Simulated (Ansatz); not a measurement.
Rows from a G0W0 calculation on LiCN (Pnma) (Ansatz 0.2.0; G0W0 on PBE, plane waves, PAW; PAW set soft_1; 2×4×2 mesh, 885 empty bands, screening to 150 eV, PAW set soft_1 files), in eV. Spin-orbit coupling is left out.

| row | Σx | Σc | Vxc | Z |
| --- | --- | --- | --- | --- |
| A | -6.09 | -2.92 | -10.71 | 0.84 |
| B | -7.13 | -3.77 | -13.12 | 0.82 |
| C | -6.83 | -3.10 | -11.77 | 0.83 |
| D | -20.31 | 2.90 | -15.17 | 0.79 |
| E | -20.82 | 2.82 | -15.80 | 0.79 |
| F | -20.79 | 2.80 | -15.75 | 0.79 |

Which rows are filled states and which are empty ones, and how can one tell?

Filled: D, E and F. Empty: A, B and C. The sign of Σc tells: for a filled state bare exchange, which holds its interaction with itself, lies below Vxc (Σx − Vxc is -5.0 eV or lower here) and screening gives part back as a positive Σc. For an empty state Σx lies above Vxc (+4.6 eV or more) and the Coulomb hole leaves Σc negative.

[Runs of the session that timed out or met a known fault of the program may be left out.]

[Cells called generated may have been cut or substituted from an entry of the Crystallography Open Database or the Materials Project.]

[Hosts, paths, dates, database ids (printed as entryN), source tags and the programs' standing remarks are cut or masked in the printed files.]
